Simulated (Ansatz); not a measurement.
## CuSb2 (built on the sites of a database entry of Sb2Au): the cell at rest

Wanted: the relaxed cell of CuSb2 (built on the sites of a database entry of Sb2Au).

Calculated with Ansatz 0.2.0; DFT PBEsol, scalar-relativistic, plane waves, PAW.

The structure was built from a prototype and need not be the compound's stable phase.

## (1) Starting point

Symmetry: Fm-3m, No. 225, cubic system. The conventional cell has a = 6.607 Å, b = 6.607 Å, c = 6.607 Å, α = 90.00°, β = 90.00°, γ = 90.00°. Nearest to Sb lie 4 Cu at 2.86 Å. Cu has 8 Sb at 2.86 Å nearest. Farther neighbours are not listed.

## (2) Probe on a coarse mesh

First a cheap look: the gap decides the mesh and the occupations, the pressure tells how far the cell has to move.

input.yaml reads:

```yaml
crystal:
  lattice:
    - [0.0, 3.3035, 3.3035]
    - [3.3035, 0.0, 3.3035]
    - [3.3035, 3.3035, 0.0]
  atoms:
    - { symbol: Sb, position: [0.25, 0.25, 0.25] }
    - { symbol: Sb, position: [0.75, 0.75, 0.75] }
    - { symbol: Cu, position: [0.0, 0.0, 0.0] }
kpoints:
  mp_grid: { grid: [6, 6, 6] }
hamiltonian:
  xc: pbesol
scf:
  occupations: { method: gaussian, width: 0.1 }
output:
  forces: true
  stress: true
  eigenvalues: true
```

Run with:

```sh
$ ansatz run input.yaml --threads 4 --pin off --max-ram 7168MiB --backend cpu --events-out ev --progress --plain --runs-dir out
```

Numbers of over 12 decimals in the logs are rounded to 6 here.

What it wrote:

```text
Engine: ansatz 0.2.0, aarch64-unknown-linux-gnu
Pseudopotentials: kind: paw
Pseudopotential: Sb, paw, valence charge 15, recommended cutoff 420 eV (normal), Sb.paw.azcp
Pseudopotential: Cu, paw, valence charge 19, recommended cutoff 420 eV (normal), Cu.paw.azcp
Functional definition: PBEsol
  exchange = pbesol_x
  correlation = pbesol_c
Crystal: 3 atoms, lattice volume = 72.103 Å³
[...]
k-point 0: bands = [... 21 lower, 10.3606, 10.3606, 10.3606, 12.1110, 12.1110, 12.1110, 13.9172, 14.2259, ... 1 higher]
  k-point 1: bands = [... 21 lower, 9.3828, 10.0771, 10.0771, 11.5712, 11.7952, 11.7952, 14.1060, 14.6220, ... 1 higher]
  k-point 2: bands = [... 21 lower, 8.9263, 9.5477, 9.5477, 10.7663, 11.1752, 11.1752, 15.0794, 16.0713, ... 1 higher]
  k-point 15: bands = [... 21 lower, 7.9894, 8.2161, 9.3027, 12.1936, 12.9546, 15.0741, 15.6706, 16.0639, ... 1 higher]
[key lines of the parts left out:]
SCF converged after 6 iterations
Free energy (F): -19404.503518 eV
Fermi energy:    11.230769 eV
P = ⅓ Tr σ = -3.4718 GPa (-34.718 kbar)
```

Wall time 1.4 s (4 threads of Arm Neoverse V1, shared host); peak memory 0.36 GiB; 3.2 s of CPU time.

This step gave:

| Property | Result |
| --- | --- |
| pressure | -3.472 GPa |
| volume per atom | 24.03 Å³ |
| gap on the k-mesh | 0 eV |

The coarse mesh shows no gap and a pressure of -3.5 GPa.

## (3) Relaxation

Harmonic phonons are second derivatives at a point where the forces vanish, and they are wanted at zero stress, so atoms and cell are relaxed first.

input.yaml: that of step 2 with these lines changed.

```diff
@@ -10,3 +10,3 @@
 kpoints:
-  mp_grid: { grid: [6, 6, 6] }
+  mp_grid: { grid: [10, 10, 10] }
 hamiltonian:
@@ -19 +19,6 @@
   eigenvalues: true
+relax:
+  adjacent_minimum: "off"
+  f_tol: 0.005
+  max_steps: 80
+  cell: { stress_tol: 0.05 }
```

What it wrote:

```text
[...]
Crystal: 3 atoms, lattice volume = 72.103 Å³
Basis set: ecut = 420 eV, 1411 PW (Γ), exchange–correlation on 64×64×64 points (8 copies of the dense FFT grid, shifted against one another)
Bands: 30, of which v1, the nominal top of the filled ones, is band 25 counted from 1 (24 counted from 0)
Symmetry: 48 space group operations
[...]
k-points: 47 of 1000
[...]
SCF iter   1: F=—  HF=-19404.509132 eV  |F-HF|=—  |Δ(HF+E_count)|=         —  Δρ=1.09e-2  dr2=5.75e-2  ethr=1.77e-3  ⟨swp⟩=6.2  Hψ=5920  notcnv=0
[...]
SCF iter   7: F=-19404.499810 eV  HF=-19404.499810 eV  |F-HF|=1.07e-8  |Δ(HF+E_count)|=   9.96e-8  Δρ=4.38e-6  dr2=8.89e-9  ethr=2.04e-10  ⟨swp⟩=8.4  Hψ=6623  notcnv=0
SCF 1 converged in 7 iterations: F = -19404.499810 eV  dr2 = 8.89e-9
[...]
relax step   1: F+E_penalty+E_count = -19404.49981010 eV  Δ(F+E_penalty+E_count) = +0.000e0 eV  max|allowed force component| = 4.915e-18 eV/Å  Δτ_max = 0.0000 Å  P = -3.442 GPa  Ω = 72.103 Å³  (7 SCF iters, dr2 threshold 1.00e-7 eV, accepted)
Crystal: 3 atoms, lattice volume = 66.124 Å³
Basis set: ecut = 420 eV, 1291 PW (Γ), exchange–correlation on 64×64×64 points (8 copies of the dense FFT grid, shifted against one another)
[...]
iter 1 solved again at ethr=2.43e-4 eV; its pass at ethr=3.10e-3 eV (dr2=1.19e-1 eV) is discarded
[...]
SCF iter   7: F=-19404.516645 eV  HF=-19404.516645 eV  |F-HF|=1.32e-7  |Δ(HF+E_count)|=   6.94e-7  Δρ=1.95e-5  dr2=2.06e-7  ethr=6.12e-10  ⟨swp⟩=6.8  Hψ=6697  notcnv=0
SCF 2 converged in 7 iterations: F = -19404.516645 eV  dr2 = 2.06e-7
relax step   2: F+E_penalty+E_count = -19404.51664507 eV  Δ(F+E_penalty+E_count) = -1.683e-2 eV  max|allowed force component| = 1.002e-17 eV/Å  Δτ_max = 0.0000 Å  P = +3.185 GPa  Ω = 66.124 Å³  energy of the carried Pulay correction = +1.806e-3 eV  (7 SCF iters, dr2 threshold 3.00e-7 eV, accepted)
Crystal: 3 atoms, lattice volume = 68.869 Å³
Basis set: ecut = 420 eV, 1363 PW (Γ), exchange–correlation on 64×64×64 points (8 copies of the dense FFT grid, shifted against one another)
[...]
SCF iter   6: F=-19404.539660 eV  HF=-19404.539660 eV  |F-HF|=6.96e-8  |Δ(HF+E_count)|=   1.37e-7  Δρ=1.30e-5  dr2=6.19e-8  ethr=6.12e-10  ⟨swp⟩=8.2  Hψ=6611  notcnv=0
SCF 3 converged in 6 iterations: F = -19404.539660 eV  dr2 = 6.19e-8
relax step   3: F+E_penalty+E_count = -19404.53965989 eV  Δ(F+E_penalty+E_count) = -2.301e-2 eV  max|allowed force component| = 1.966e-17 eV/Å  Δτ_max = 0.0000 Å  P = -0.268 GPa  Ω = 68.869 Å³  energy of the carried Pulay correction = +9.579e-4 eV  (6 SCF iters, dr2 threshold 3.00e-7 eV, accepted)
[...]
relax step   4: F+E_penalty+E_count = -19404.53992841 eV  Δ(F+E_penalty+E_count) = -2.685e-4 eV  max|allowed force component| = 9.252e-18 eV/Å  Δτ_max = 0.0000 Å  P = -0.006 GPa  Ω = 68.637 Å³  energy of the carried Pulay correction = +1.028e-3 eV  (5 SCF iters, dr2 threshold 1.79e-7 eV, accepted)
[...]
SCF iter   6: F=-19404.538798 eV  HF=-19404.538798 eV  |F-HF|=7.28e-12  |Δ(HF+E_count)|=  4.58e-10  Δρ=1.69e-7  dr2=1.17e-11  ethr=1.00e-12  ⟨swp⟩=4.6  Hψ=6813  notcnv=0
SCF 5 converged in 6 iterations: F = -19404.538798 eV  dr2 = 1.17e-11
relax step   5: F+E_penalty+E_count = -19404.53879793 eV  Δ(F+E_penalty+E_count) = +1.130e-3 eV  max|allowed force component| = 9.830e-18 eV/Å  Δτ_max = 0.0000 Å  P = +0.002 GPa  Ω = 68.637 Å³  stress off target by 1.90e-3 GPa  SCF on the basis re-selected at this cell (its energy is not comparable with the rows above)  (6 SCF iters)
basis re-selected at this cell: Δ(F+E_penalty+E_count) = +1.130e-3 eV, ΔP = +0.008 GPa vs the last step (what re-selecting the basis moved, of the pressure what is left beyond the Pulay correction that the steps carried, after the strain that the cell walked since its last selection, with what the two solves' SCF thresholds leave and, on support functions, any second-order correction that the steps lacked; it is no m [...]
SCF converged after 6 iterations
Free energy (F): -19404.538798 eV
[...]
Internal energy: -19404.534495 eV  (E = F + TS)
E sigma→0 (E₀):  -19404.536646 eV
Entropy (-TS):   -0.004303 eV (-1.434 meV/atom)
Fermi energy:    11.970567 eV
[...]
--- Stress (GPa, compression-positive) ---
        0.001902      -0.000000      -0.000000
       -0.000000       0.001902      -0.000000
       -0.000000      -0.000000       0.001902
  P = ⅓ Tr σ = 0.0019 GPa (0.019 kbar)
--- Band table (eV; the first three rows and the last of 47) ---
  k-point 0: bands = [... 21 lower, 11.1567, 11.1567, 11.1567, 12.9227, 12.9227, 12.9227, 14.9894, 15.0101, ... 1 higher]
  k-point 1: bands = [... 21 lower, 10.6787, 11.0283, 11.0283, 12.7286, 12.8216, 12.8216, 14.8777, 15.1156, ... 1 higher]
  k-point 2: bands = [... 21 lower, 9.8793, 10.7289, 10.7289, 12.3252, 12.4865, 12.4865, 15.0326, 15.6260, ... 1 higher]
  k-point 46: bands = [... 21 lower, 8.6411, 8.9140, 10.5601, 12.4040, 14.2132, 16.2196, 16.2542, 16.6968, ... 1 higher]
--- Relaxed structure (4 steps of the walk, 4 accepted, 1 SCFs on fresh bases) ---
  F+E_penalty+E_count = -19404.53879793 eV   max|allowed force component| = 9.830e-18 eV/Å   (the final SCF, on the basis selected at the relaxed cell)
  cell:  # Å, volume = 68.6374 Å³
    - [0, 3.249702, 3.249702]
    - [3.249702, 0, 3.249702]
    - [3.249702, 3.249702, 0]
  atoms:
    - { symbol: Sb, position: [0.250000, 0.250000, 0.250000] }
    - { symbol: Sb, position: [0.75, 0.75, 0.75] }
    - { symbol: Cu, position: [0, 0, 0] }
```

Run time: 9.8 s. Hardware: 4 threads; peak memory 0.45 GiB; 37 s of CPU time.

Step by step:

| step | energy less that of the first step (eV) | largest force component (eV/Å) | pressure (GPa) | volume (Å³) |
| --- | --- | --- | --- | --- |
| 1 | 0.0000 | 0.0000 | -3.44 | 72.10 |
| 2 | -0.0168 | 0.0000 | 3.18 | 66.12 |
| 3 | -0.0398 | 0.0000 | -0.27 | 68.87 |
| 4 | -0.0401 | 0.0000 | -0.01 | 68.64 |
| 5* | -0.0390 | 0.0000 | 0.00 | 68.64 |

Relaxation steps marked * repeat the geometry before them on a plane-wave basis chosen anew for their cell, so energy and pressure can jump there.

The run keeps the 48 symmetry operations that it works with, so distortions that break them were not tested.

| conventional cell, symmetrised | before | after | change |
| --- | --- | --- | --- |
| a (Å) | 6.607 | 6.499 | -1.6 % |
| b (Å) | 6.607 | 6.499 | -1.6 % |
| c (Å) | 6.607 | 6.499 | -1.6 % |
| volume (Å³/atom) | 24.03 | 22.88 | -4.8 % |

The relaxed structure:

```
Sb Cu
1.0
     0.00000    3.24970    3.24970
     3.24970    0.00000    3.24970
     3.24970    3.24970    0.00000
Sb Cu
2 1
Direct
  0.25000 0.25000 0.25000
  0.75000 0.75000 0.75000
  0.00000 0.00000 0.00000
```

This step gave:

| Quantity | Value |
| --- | --- |
| pressure | 0.001902 GPa |
| volume per atom | 22.88 Å³ |

In this step the volume went from 24.03 to 22.88 Å³/atom.

## (4) Relaxing to small forces for the phonons

Phonons need a cell at rest on their own settings, so the relaxation is repeated with tight tolerances on forces and stress, using the mesh and the filling of the phonon run that follows.

input.yaml, the sections that differ from step 3:

```yaml
crystal:
  lattice:
    - [0.0, 3.2497022365, 3.2497022365]
    - [3.2497022365, 0.0, 3.2497022365]
    - [3.2497022365, 3.2497022365, 0.0]
  atoms:
    - { symbol: Sb, position: [0.25, 0.25, 0.25] }
    - { symbol: Sb, position: [0.75, 0.75, 0.75] }
    - { symbol: Cu, position: [0.0, 0.0, 0.0] }
scf:
  occupations: { method: methfessel_paxton, width: 0.15 }
relax:
  adjacent_minimum: "off"
  f_tol: 0.001
  max_steps: 60
  cell: { stress_tol: 0.01 }
# kpoints, hamiltonian, output: as in step 3
```

What it wrote:

```text
[...]
Crystal: 3 atoms, lattice volume = 68.637 Å³
Basis set: ecut = 420 eV, 1363 PW (Γ), exchange–correlation on 64×64×64 points (8 copies of the dense FFT grid, shifted against one another)
Bands: 30, of which v1, the nominal top of the filled ones, is band 25 counted from 1 (24 counted from 0)
Symmetry: 48 space group operations
[...]
k-points: 47 of 1000
[...]
--- Relaxed structure (3 steps of the walk, 3 accepted, 1 SCFs on fresh bases) ---
[...]
cell:  # Å, volume = 68.6256 Å³
    - [0, 3.249516, 3.249516]
    - [3.249516, 0, 3.249516]
    - [3.249516, 3.249516, 0]
  atoms:
    - { symbol: Sb, position: [0.25, 0.25, 0.25] }
    - { symbol: Sb, position: [0.750000, 0.750000, 0.750000] }
    - { symbol: Cu, position: [0, 0, 0] }
[key lines of the parts left out:]
SCF converged after 7 iterations
Free energy (F): -19404.535714 eV
Fermi energy:    11.977554 eV
P = ⅓ Tr σ = 0.0004 GPa (0.004 kbar)
```

It took 6.8 s on 4 threads; peak memory 0.44 GiB.

Little changed from the start: no atom moved by 0.005 Å and no cell edge by 0.1 %.

Numbers from this step:

```
pressure : 3.54e-4 GPa
```

The forces vanish by symmetry and the pressure is 0.000 GPa, within the tolerances set. The cell now holds 22.88 Å³/atom.

## (5) What came out

| Item | Value |
| --- | --- |
| space group after relaxation (within 0.01 Å) | Fm-3m |
| lattice constant a | 6.499 Å |
| lattice constant b | 6.499 Å |
| lattice constant c | 6.499 Å |
| volume per atom | 22.9 Å³ |

**Reading.** The forces vanish by symmetry and the pressure is 0.000 GPa, within the tolerances set. The cell now holds 22.88 Å³/atom. The relaxation keeps the symmetry of its start, so it says nothing on stability against lower symmetry. The runs are without spin polarisation, although the cell has an odd electron count. Spin-orbit coupling is left out, which can matter for the heavy elements here. The starting cell was built on a prototype and not taken from a measurement, so the phase need not exist.

[Logs are printed without paths, hosts, clocks, repeated set-up lines and the standing remarks that a program may print on its own settings, such as how far it seeks lower states.]

[Hosts, paths, dates, database ids (printed as entryN), source tags and the programs' standing remarks are cut or masked in the printed files.]
